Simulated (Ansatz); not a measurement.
**What Y3GaC (Pm-3m) distorts into**

Aim: this structure of Y3GaC (Pm-3m) is to be tested for unstable modes, and one is followed downhill.

Calculated with Ansatz 0.2.0; DFT PBEsol, scalar-relativistic, plane waves, PAW; PAW set soft_1.

## 1. The starting structure

It takes space group Pm-3m (No. 221, cubic). Conventional cell: a = 4.806 Å, b = 4.806 Å, c = 4.806 Å, α = 90.00°, β = 90.00°, γ = 90.00°. Nearest to Y lie 2 C at 2.40 Å and 4 Ga at 3.40 Å and 8 Y at 3.40 Å. Ga has 12 Y at 3.40 Å nearest. C has 6 Y at 2.40 Å nearest. Farther neighbours are not listed.

## 2. The dispersion

The cell comes from relaxations at this level that are not shown. Stability and thermal properties need the whole zone. Linear response on a 2×2×2 q mesh gives force constants as far as a supercell of that size would.

Input file input.yaml:

```yaml
crystal:
  lattice:
    - [4.8062686968, 0.0, 0.0]
    - [0.0, 4.8062686968, 0.0]
    - [0.0, 0.0, 4.8062686968]
  atoms:
    - { symbol: "Y", position: [0.5, 0.0, 0.5] }
    - { symbol: "Y", position: [0.5, 0.5, 0.0] }
    - { symbol: "Y", position: [0.0, 0.5, 0.5] }
    - { symbol: Ga, position: [0.0, 0.0, 0.0] }
    - { symbol: C, position: [0.5, 0.5, 0.5] }
kpoints:
  mp_grid: { grid: [8, 8, 8] }
hamiltonian:
  xc: pbesol
  pseudopotentials: { kind: paw, azcp: { folder: soft_1 }, xc_functional: pbe }
scf:
  occupations: { method: methfessel_paxton, width: 0.2 }
output:
  eigenvalues: true
phonons:
  method: dfpt
  qmesh: [2, 2, 2]
  temperatures: { t_max: 1000, t_step: 50 }
  qpath:
    path:
      - [[0.0, 0.0, 0.0], [0.0, 0.5, 0.0], [0.5, 0.5, 0.0], [0.0, 0.0, 0.0], [0.5, 0.5, 0.5], [0.0, 0.5, 0.0]]
      - [[0.5, 0.5, 0.5], [0.5, 0.5, 0.0]]
    npoints: 10
```

Command:

```console
ansatz run input.yaml --threads 4 --pin off --max-ram 10240MiB --backend cpu --events-out ev --progress --plain --runs-dir out
```

Numbers of over 12 decimals in the logs are rounded to 6 here.

The program printed:

```text
Engine: ansatz 0.2.0, x86_64-unknown-linux-gnu
Pseudopotentials: kind: paw
Pseudopotential: Y, paw, valence charge 11, recommended cutoff 420 eV (normal), soft_1/Y.paw.azcp
Pseudopotential: Ga, paw, valence charge 13, recommended cutoff 420 eV (normal), soft_1/Ga.paw.azcp
Pseudopotential: C, paw, valence charge 4, recommended cutoff 420 eV (normal), soft_1/C.paw.azcp
Functional definition: PBEsol
  exchange = pbesol_x
  correlation = pbesol_c
Crystal: 5 atoms, lattice volume = 111.026 Å³
Basis set: ecut = 420 eV, 2109 PW (Γ), exchange–correlation on 72×72×72 points (8 copies of the dense FFT grid, shifted against one another)
Bands: 30, of which v1, the nominal top of the filled ones, is band 25 counted from 1 (24 counted from 0)
Symmetry: 48 space group operations
k-points: 35 of 512
Non-local potential: Y, projectors of the file, l = 0: 3, l = 1: 2, l = 2: 2, l = 3: 1
Non-local potential: Ga, projectors of the file, l = 0: 2, l = 1: 2, l = 2: 3, l = 3: 1
Non-local potential: C, projectors of the file, l = 0: 2, l = 1: 2, l = 2: 1
PAW form: soft (Blöchl's): semilocal exchange-correlation on the pseudo side does not see the compensation charge
PAW frozen core: Y, regenerated for the run's functional, and the local potential with it (the file was generated under x = pbe(κ = 0.804, μ = 0.219515), c = pbe(β = 0.066725))
PAW frozen core: Ga, regenerated for the run's functional, and the local potential with it (the file was generated under x = pbe(κ = 0.804, μ = 0.219515), c = pbe(β = 0.066725))
PAW frozen core: C, regenerated for the run's functional, and the local potential with it (the file was generated under x = pbe(κ = 0.804, μ = 0.219515), c = pbe(β = 0.066725))
PAW one-centre angular grid: Y, 590 points (default); XC on 64 Gauss nodes
PAW one-centre angular grid: Ga, 590 points (default); XC on 64 Gauss nodes
PAW one-centre angular grid: C, 110 points (default); XC on 64 Gauss nodes
Initial density: superposition of atomic densities (chi_scale 0.1, normalization cell, long waves kept (reshape's long-wave potential 0.00 eV rms))
Initial wavefunctions: pseudopotential atomic-orbital guess
Functional: x = pbesol(κ = 0.804, μ = 0.123457), c = pbesol(β = 0.046)
SCF iter   1: F=—  HF=-15379.956379 eV  |F-HF|=—  |Δ(HF+E_count)|=         —  Δρ=5.97e-2  dr2=9.72e0  ethr=3.10e-3  ⟨swp⟩=4.9  Hψ=4018  notcnv=0
preconditioner: auto → Kerker (q_TF=auto, 2.389 Å⁻¹)  [metal: Δε(μ)=0.025 eV  Ē_g=14.243 eV  σ=0.200 eV  W_gap=0.11  n_scr=26 (ndim 8)  ℏωp=23.4 eV  f_vac=0.000  D(μ)=4.77/eV (n_scr^D=32)]
SCF iter   2: F=—  HF=-15378.073553 eV  |F-HF|=—  |Δ(HF+E_count)|=    1.88e0  S|Δr|=    0.00e0  Δρ=2.31e-2  dr2=1.25e0  ethr=3.10e-3  ⟨swp⟩=2.5  Hψ=1979  notcnv=0  defer=11
SCF iter   3: F=—  HF=-15377.833390 eV  |F-HF|=—  |Δ(HF+E_count)|=   2.40e-1  S|Δr|=    0.00e0  Δρ=1.31e-2  dr2=3.07e-1  ethr=2.51e-3  ⟨swp⟩=2.0  Hψ=1519  notcnv=0  defer=13
SCF iter   4: F=—  HF=-15377.775940 eV  |F-HF|=—  |Δ(HF+E_count)|=   5.74e-2  S|Δr|=    0.00e0  Δρ=6.00e-3  dr2=4.29e-2  ethr=6.13e-4  ⟨swp⟩=2.0  Hψ=1642  notcnv=0  defer=13
SCF iter   5: F=—  HF=-15377.763876 eV  |F-HF|=—  |Δ(HF+E_count)|=   1.21e-2  S|Δr|=    0.00e0  Δρ=1.77e-3  dr2=3.52e-3  ethr=8.58e-5  ⟨swp⟩=2.6  Hψ=2027  notcnv=0  defer=13
SCF iter   6: F=—  HF=-15377.763007 eV  |F-HF|=—  |Δ(HF+E_count)|=   8.69e-4  S|Δr|=    0.00e0  Δρ=3.74e-4  dr2=1.03e-4  ethr=7.03e-6  ⟨swp⟩=2.3  Hψ=1467  notcnv=0  defer=13
SCF iter   7: F=—  HF=-15377.763075 eV  |F-HF|=—  |Δ(HF+E_count)|=   6.76e-5  S|Δr|=    0.00e0  Δρ=1.20e-4  dr2=2.77e-5  ethr=2.05e-7  ⟨swp⟩=2.1  Hψ=1512  notcnv=0  defer=13
SCF iter   8: F=—  HF=-15377.763064 eV  |F-HF|=—  |Δ(HF+E_count)|=   1.05e-5  S|Δr|=    0.00e0  Δρ=3.24e-5  dr2=2.13e-6  ethr=5.54e-8  ⟨swp⟩=2.0  Hψ=1477  notcnv=0  defer=13
SCF iter   9: F=—  HF=-15377.763065 eV  |F-HF|=—  |Δ(HF+E_count)|=   1.07e-6  S|Δr|=    0.00e0  Δρ=1.20e-5  dr2=2.36e-7  ethr=4.25e-9  ⟨swp⟩=2.0  Hψ=1477  notcnv=0  defer=13
SCF iter  10: F=—  HF=-15377.763065 eV  |F-HF|=—  |Δ(HF+E_count)|=   5.23e-8  S|Δr|=    0.00e0  Δρ=4.37e-6  dr2=1.78e-8  ethr=4.73e-10  ⟨swp⟩=2.0  Hψ=1317  notcnv=0  defer=13
SCF iter  11: F=—  HF=-15377.763065 eV  |F-HF|=—  |Δ(HF+E_count)|=  6.55e-10  S|Δr|=    0.00e0  Δρ=6.00e-7  dr2=1.92e-10  ethr=3.56e-11  ⟨swp⟩=2.0  Hψ=1296  notcnv=0  defer=13
SCF iter  12: F=—  HF=-15377.763065 eV  |F-HF|=—  |Δ(HF+E_count)|=  8.37e-11  S|Δr|=    0.00e0  Δρ=1.00e-7  dr2=1.14e-11  ethr=1.00e-12  ⟨swp⟩=2.0  Hψ=1312  notcnv=0  defer=13
SCF iter  13: F=-15377.763065 eV  HF=-15377.763065 eV  |F-HF|=9.09e-12  |Δ(HF+E_count)|=  5.46e-12  S|Δr|=    0.00e0  Δρ=5.44e-8  dr2=1.94e-12  ethr=1.00e-12  ⟨swp⟩=7.8  Hψ=4653  notcnv=0
SCF 1 converged in 13 iterations: F = -15377.763065 eV  dr2 = 1.94e-12
  greatest PAW one-centre occupation: 0.994 electrons in one spin orbital (limit 2), on the Ga atom at site 3 (counted from 0), in its partial waves of l = 2
Initial density: read from a saved state, or passed on in memory by an earlier SCF of this step, an earlier step, the calling program or the single point that the run made first
iter 1 solved again at ethr=5.69e-8 eV; its pass at ethr=3.10e-3 eV (dr2=2.85e-5 eV) is discarded
SCF iter   1: F=—  HF=-15377.763066 eV  |F-HF|=—  |Δ(HF+E_count)|=         —  Δρ=3.14e-7  dr2=4.67e-11  ethr=5.69e-8  ⟨swp⟩=3.5  Hψ=7192  notcnv=0
eigensolver tolerance schedule: the retry pair's looser diagonalisation over-reported the residual by 609455.84 of it (diagonalisation noise at an unbounded share of the residual, at the tolerance the schedule requests for it); recorded, not acted on — ethr = c·dr2/N_el stays at c = 1.0e-1
preconditioner: auto → Kerker (q_TF=auto, 2.389 Å⁻¹)  [metal: Δε(μ)=0.039 eV  Ē_g=14.883 eV  σ=0.200 eV  W_gap=0.16  n_scr=26 (ndim 8)  ℏωp=23.4 eV  f_vac=0.000  D(μ)=0.93/eV (n_scr^D=0)]
SCF iter   2: F=—  HF=-15377.763065 eV  |F-HF|=—  |Δ(HF+E_count)|=   1.26e-6  S|Δr|=    0.00e0  Δρ=2.01e-7  dr2=2.42e-11  ethr=1.00e-12  ⟨swp⟩=3.2  Hψ=2702  notcnv=0
SCF iter   3: F=-15377.763065 eV  HF=-15377.763065 eV  |F-HF|=5.46e-12  |Δ(HF+E_count)|=  1.27e-11  S|Δr|=    0.00e0  Δρ=1.18e-7  dr2=6.66e-12  ethr=1.00e-12  ⟨swp⟩=2.2  Hψ=2532  notcnv=0
SCF 2 converged in 3 iterations: F = -15377.763065 eV  dr2 = 6.66e-12
phonons: the bands overlap, so this run is a metal and interpolates without the dipole-dipole term. If the crystal is really an insulator or semiconductor, its LO-TO splitting is missing
NSCF: frozen V_eff on 35 k-points
NSCF: frozen V_eff on 125 k-points
DFPT response loops at q = (0, 0, 0) (fractional): preconditioner auto → Kerker (q_TF=auto, 2.389 Å⁻¹) (partly filled bands, converged f_vac=0.000); β = 1.00, the filter's whole step (`scf.mixing.beta` (0.50) is not read by the response loops under this deck's `scf.mixing.preconditioner`; to damp them name `kerker` or `kerker_dos`, under which they read `scf.mixing.beta`, and type it under 1.00, their step now; both keys bind the ground state too); Broyden in place of MSR1
NSCF: frozen V_eff on 250 k-points
DFPT response loops at q = (0, 0, -0.5) (fractional): mixed as the last ones told, above
NSCF: frozen V_eff on 250 k-points
DFPT response loops at q = (0, -0.5, -0.5) (fractional): mixed as the last ones told, above
NSCF: frozen V_eff on 250 k-points
DFPT response loops at q = (-0.5, -0.5, -0.5) (fractional): mixed as the last ones told, above
SCF converged after 13 iterations
Stability not checked: this state was not tested for a lower state beside it, because cold or Methfessel-Paxton smearing, or corrected tetrahedra, fill the levels in a way that the test cannot read (fill_not_monotonic; see scf.lower_state_search)
Free energy (F): -15377.763065 eV
Harris-Foulkes:  -15377.763065 eV  (|F-HF|=9.09e-12)
Internal energy: -15377.781130 eV  (E = F + TS)
E sigma→0 (E₀):  -15377.767581 eV
Entropy (-TS):   0.018065 eV (3.613 meV/atom)
Fermi energy:    9.993224 eV
--- Per-component energies (eV) ---
  E_band       = -322.022703
  E_kinetic    = 1148.868942
  E_local      = -3150.009475  (includes V_loc(G=0)·N_el)
  E_nonlocal   = 13.681650
  E_hartree    = 1463.365810
  E_xc         = -643.485097
  E_vxc        = -731.517157  (∫ρ·V_xc dr)
  E_paw        = -10337.267560  (= ΣΔE_a)
  E_vpaw       = -529.778224  (= ΣTr[D̂ρ^β])
  E_aug_tail   = -0.000127  (compensation charges beyond the density's cutoff)
  E_ewald      = -3874.265674
  E_core_change = 1.330400  (= ΣΔE_core)
  E_smearing   = 0.018065  (= −TS)
  E_closure    = -0.000000  (closes the sum)
  Σ components = -15377.763065   (vs F -15377.763065, Δ=0.00e0)
--- Band table (eV; the first three rows and the last of 35) ---
  k-point 0: bands = [... 21 lower, 9.8528, 9.8528, 9.8528, 9.9928, 9.9928, 9.9928, 12.0045, 12.0045, ... 1 higher]
  k-point 1: bands = [... 21 lower, 9.6772, 9.7894, 9.8602, 10.0318, 10.0318, 10.0438, 11.4892, 12.1419, ... 1 higher]
  k-point 2: bands = [... 21 lower, 9.4558, 9.4558, 9.9369, 9.9369, 10.1810, 10.1899, 11.4291, 12.5521, ... 1 higher]
  k-point 34: bands = [... 21 lower, 6.5821, 9.8807, 9.8807, 9.8807, 11.6487, 11.6487, 11.6487, 12.2596, ... 1 higher]
--- Phonons (Γ-DFPT): 4 representative perturbations + reference (Σ response iterations 12) ---
  ASR residual: 9.784e-5 → 0.000e0 eV/Å²; symmetrization residual: 2.145e-6 eV/Å²
  ASR residual per site (eV/Å²): 2.89e-5 2.89e-5 2.89e-5 9.78e-5 2.33e-5
  Γ frequencies (cm⁻¹): 0.00 0.00 0.00 85.53 85.53 85.53 89.70 89.70 89.70 201.41 201.41 201.41 290.11 290.11 290.11
--- Phonons (arbitrary-q DFPT): 4 irreducible q on the 2×2×2 mesh ---
  q = [0.0000, 0.0000, 0.0000] (star 1, of the zone-centre solve; hermiticity 3.98e-7, symmetrization 6.65e-12): 0.00 0.00 0.00 85.53 85.53 85.53 89.70 89.70 89.70 201.41 201.41 201.41 290.11 290.11 290.11
  q = [0.0000, 0.0000, -0.5000] (star 3, 9 solved perturbations in 975 linear systems a pass and spin channel, the states on 125 of 512 k-point pairs; hermiticity 2.99e-7, symmetrization 8.45e-13): 75.42 75.42 87.86 87.86 92.73 104.54 110.55 110.55 131.24 184.52 184.52 223.15 381.95 381.95 527.69
  q = [0.0000, -0.5000, -0.5000] (star 3, 9 solved perturbations in 975 linear systems a pass and spin channel, the states on 125 of 512 k-point pairs; hermiticity 2.76e-7, symmetrization 1.63e-13): -37.44 94.05 101.96 101.96 104.74 104.74 108.99 108.99 165.48 174.15 189.24 256.85 396.52 505.10 505.10
  q = [-0.5000, -0.5000, -0.5000] (star 1, 4 solved perturbations in 350 linear systems a pass and spin channel, the states on 125 of 512 k-point pairs; hermiticity 1.09e-8, symmetrization 5.68e-12): -44.18 -44.18 -44.18 95.82 95.82 95.82 157.88 157.88 157.88 191.57 191.57 281.52 515.69 515.69 515.69
  sum rule: each row above includes the acoustic sum rule's correction from the zone centre's row sums; it moved no ω² by more than (0.73 cm⁻¹)²
  mesh force constants: q→R imaginary residual 2.28e-18; ASR residual 9.784e-5 → 0.000e0 eV/Å²; symmetrization residual 5.329e-15 eV/Å²
  interpolated dispersion: 62 rows × 15 modes
  density of states and harmonic sums: on the 14×14×14 q-mesh, interpolated from the force constants of a 2×2×2 supercell (no non-analytic term)
  largest difference from the sums on the solved wave vectors: F 2.12e-1 eV, S 2.82e-4 and C_V 6.97e-5 eV/K
  zero-point energy: 0.172635 eV/cell   skipped modes (ω ≤ 0): 53, of them read as no rigid motion or as one in doubt: 50 (3.156e-1 modes/cell left out, lowest -44.18 cm⁻¹)   left out of the sums: 2.11e-2 of the cell's modes: C_V's classical limit lies that fraction below 3 k_B per atom; for a crystal, a wire or a layer, F and S can be off by more, and a phonons.interpolated_qmesh denser along its periods is the remedy for the sampling
```

Elapsed: 4.2 min, on 4 threads of Intel Xeon Platinum 8488C (Sapphire Rapids), shared host; peak memory 1.4 GiB; 15 min of CPU time.

This step gave:

```
volume per atom                                         : 22.21 Å³
gap on the k-mesh                                       : 0 eV
sum-rule residual before enforcement                    : 9.78e-5 eV/Å²
lowest frequency on the path                            : -44.18 cm⁻¹
point group                                             : m-3m
highest frequency on the path or at a solved wavevector : 527.7 cm⁻¹
highest optical mode at the zone centre (no LO-TO term) : 290.1 cm⁻¹
lowest optical zone-centre mode                         : 85.53 cm⁻¹
lowest mode on the q mesh (acoustic modes at Γ apart)   : -44.18 cm⁻¹
```

Frequencies (cm⁻¹) solved at each irreducible wavevector; negative means imaginary. Frequencies by wavevector, by row:

| q in reciprocal lattice units | star | mode 1 | mode 2 | mode 3 | mode 4 | mode 13 | mode 14 | mode 15 |
| --- | --- | --- | --- | --- | --- | --- | --- | --- |
| 0 0 0 | 1 | 0 | 0 | 0 | 85.5 | 290.1 | 290.1 | 290.1 |
| 0 0 -0.5 | 3 | 75.4 | 75.4 | 87.9 | 87.9 | 381.9 | 381.9 | 527.7 |
| 0 -0.5 -0.5 | 3 | -37.4 | 94 | 102 | 102 | 396.5 | 505.1 | 505.1 |
| -0.5 -0.5 -0.5 | 1 | -44.2 | -44.2 | -44.2 | 95.8 | 515.7 | 515.7 | 515.7 |

Interpolated from a 2×2×2 q mesh. The phonon branches at the labelled points (cm⁻¹):

| point | branch 1 | branch 2 | branch 3 | branch 4 | branch 12 | branch 13 | branch 14 | branch 15 |
| --- | --- | --- | --- | --- | --- | --- | --- | --- |
| Γ | 0 | 0 | 0 | 86 | 201 | 290 | 290 | 290 |
| halfway | 55 | 55 | 83 | 89 | 215 | 339 | 339 | 424 |
| X | 75 | 75 | 88 | 88 | 223 | 382 | 382 | 528 |
| halfway | 42 | 91 | 91 | 93 | 240 | 389 | 447 | 516 |
| M | -37 | 94 | 102 | 102 | 257 | 396 | 505 | 505 |
| halfway | 53 | 75 | 85 | 91 | 228 | 365 | 435 | 435 |
| Γ | 0 | 0 | 0 | 86 | 201 | 290 | 290 | 290 |
| halfway | 51 | 59 | 59 | 95 | 239 | 444 | 444 | 444 |
| R | -44 | -44 | -44 | 96 | 282 | 516 | 516 | 516 |
| halfway | 30 | 57 | 59 | 95 | 253 | 452 | 453 | 513 |
| X | 75 | 75 | 88 | 88 | 223 | 382 | 382 | 528 |
| jump to R | -44 | -44 | -44 | 96 | 282 | 516 | 516 | 516 |
| halfway | -41 | 44 | 44 | 95 | 268 | 458 | 510 | 510 |
| M | -37 | 94 | 102 | 102 | 257 | 396 | 505 | 505 |

Symmetry leaves 4 wavevectors to solve. The lowest mode among them, the acoustic zeros apart, lies at q = (-0.5, -0.5, -0.5) and is imaginary, 44.2i cm⁻¹, so the energy falls along it.

## 3. The mode frozen in, largest atomic shift 0 Å

The mode followed lies at q = (-0.5, -0.5, -0.5) with frequency 44.2i cm⁻¹ and is 3-fold degenerate, the softest among the wavevectors solved. At small amplitude the distorted cell has space group no. 140 by a symmetry search on the positions. The undistorted cell that holds it gives the zero of energy on the same k mesh.

System of this step: Y3GaC. It takes space group Pm-3m (No. 221, cubic). Conventional cell: a = 4.806 Å, b = 4.806 Å, c = 4.806 Å, α = 90.00°, β = 90.00°, γ = 90.00°. Nearest to Y lie 2 C at 2.40 Å and 8 Y at 3.40 Å and 4 Ga at 3.40 Å. Nearest to Ga lie 12 Y at 3.40 Å. Nearest to C lie 6 Y at 2.40 Å. Farther neighbours are not listed.

input.yaml, the sections that differ from step 2:

```yaml
crystal:
  lattice:
    - [4.8062686968, 4.8062686968, 0.0]
    - [4.8062686968, 0.0, 4.8062686968]
    - [4.8062686968, 0.0, -4.8062686968]
  atoms:
    - { symbol: "Y", position: [0.0, 1.0, 0.5] }
    - { symbol: "Y", position: [0.0, 0.5, 0.0] }
    - { symbol: "Y", position: [0.5, 0.0, 1.0] }
    - { symbol: "Y", position: [0.5, 0.5, 0.5] }
    - { symbol: "Y", position: [0.5, 0.0, 0.5] }
    - { symbol: "Y", position: [0.5, 0.5, 0.0] }
    - { symbol: Ga, position: [0.0, 0.5, 0.5] }
    - { symbol: Ga, position: [0.0, 0.0, 0.0] }
    - { symbol: C, position: [0.5, 0.25, 0.75] }
    - { symbol: C, position: [0.5, 0.75, 0.25] }
output:
  forces: true
  stress: true
  eigenvalues: true
# kpoints, hamiltonian, scf: as in step 2
# phonons: removed
```

The program printed:

```text
[...]
Crystal: 10 atoms, lattice volume = 222.052 Å³
Basis set: ecut = 420 eV, 4285 PW (Γ), exchange–correlation on 96×96×96 points (8 copies of the dense FFT grid, shifted against one another)
Bands: 60, of which v1, the nominal top of the filled ones, is band 50 counted from 1 (49 counted from 0)
Symmetry: 96 space group operations
[...]
k-points: 29 of 512
[...]
k-point 0: bands = [... 46 lower, 9.8825, 9.8825, 9.8825, 9.9914, 9.9914, 9.9914, 11.6475, 11.6475, ... 6 higher]
  k-point 1: bands = [... 46 lower, 9.8101, 9.8607, 9.8607, 9.9649, 10.0954, 10.0954, 11.6808, 11.7605, ... 6 higher]
  k-point 2: bands = [... 46 lower, 9.6642, 9.6642, 9.7424, 9.7424, 10.3388, 10.3388, 11.6545, 11.8389, ... 6 higher]
  k-point 28: bands = [... 46 lower, 9.3430, 9.3430, 9.6055, 9.6055, 11.1658, 11.1658, 11.4471, 11.4471, ... 6 higher]
[key lines of the parts left out:]
SCF converged after 10 iterations
Free energy (F): -30755.527115 eV
Fermi energy:    9.980543 eV
P = ⅓ Tr σ = -0.0084 GPa (-0.084 kbar)
```

Run time: 5.3 s. Hardware: 4 threads; peak memory 0.86 GiB; 20 s of CPU time.

This step gave:

| Quantity | Value |
| --- | --- |
| pressure | -0.008396 GPa |
| energy from the undistorted cell | 0 meV/atom |

The run ends at a pressure of -0.01 GPa.

## 4. The mode frozen in, largest atomic shift 0.32 Å

The atoms are moved along the unstable eigenvector, the largest shift by 0.32 Å, with the cell fixed.

input.yaml, the sections that differ from step 3:

```yaml
crystal:
  lattice:
    - [4.8062686968, 4.8062686968, 0.0]
    - [4.8062686968, 0.0, 4.8062686968]
    - [4.8062686968, 0.0, -4.8062686968]
  atoms:
    - { symbol: "Y", position: [0.0, 1.0, 0.5] }
    - { symbol: "Y", position: [0.0, 0.5, 0.0] }
    - { symbol: "Y", position: [0.5, 0.0332898575, 1.0332898575] }
    - { symbol: "Y", position: [0.5, 0.4667101425, 0.4667101425] }
    - { symbol: "Y", position: [0.5, -0.0332898575, 0.5332898575] }
    - { symbol: "Y", position: [0.5, 0.5332898575, -0.0332898575] }
    - { symbol: Ga, position: [0.0, 0.5, 0.5] }
    - { symbol: Ga, position: [0.0, 0.0, 0.0] }
    - { symbol: C, position: [0.5, 0.25, 0.75] }
    - { symbol: C, position: [0.5, 0.75, 0.25] }
# kpoints, hamiltonian, scf, output: as in step 3
```

The program printed:

```text
[...]
Crystal: 10 atoms, lattice volume = 222.052 Å³
Basis set: ecut = 420 eV, 4285 PW (Γ), exchange–correlation on 96×96×96 points (8 copies of the dense FFT grid, shifted against one another)
Bands: 60, of which v1, the nominal top of the filled ones, is band 50 counted from 1 (49 counted from 0)
Symmetry: 16 space group operations
[...]
k-points: 59 of 512
[...]
k-point 0: bands = [... 46 lower, 9.7486, 9.8534, 9.9350, 10.3397, 10.3397, 10.3590, 11.3033, 11.3033, ... 6 higher]
  k-point 1: bands = [... 46 lower, 9.7614, 9.9259, 9.9813, 10.1200, 10.3150, 10.3572, 11.3309, 11.3531, ... 6 higher]
  k-point 2: bands = [... 46 lower, 9.6494, 9.6780, 9.8174, 9.8804, 10.4575, 10.4867, 11.4357, 11.4650, ... 6 higher]
  k-point 58: bands = [... 46 lower, 9.4274, 9.4274, 9.7378, 9.7378, 10.7818, 11.1519, 11.9542, 11.9542, ... 6 higher]
[key lines of the parts left out:]
SCF converged after 10 iterations
Free energy (F): -30755.597364 eV
Fermi energy:    10.154390 eV
P = ⅓ Tr σ = -0.3463 GPa (-3.463 kbar)
```

Run time: 11 s. Hardware: 4 threads; peak memory 1 GiB; 43 s of CPU time.

This step gave:

* pressure: -0.3463 GPa
* energy from the undistorted cell: -6.503 meV/atom

The energy, extrapolated to zero smearing, is -6.50 meV/atom against the undistorted cell.

The run ends at a pressure of -0.35 GPa, with forces up to 0.017 eV/Å.

(Continued in part 2 of 2.)

[Logs are printed without paths, hosts, clocks, repeated set-up lines and the standing remarks that a program may print on its own settings, such as how far it seeks lower states.]

[Hosts, paths, dates, database ids (printed as entryN), source tags and the programs' standing remarks are cut or masked in the printed files.]
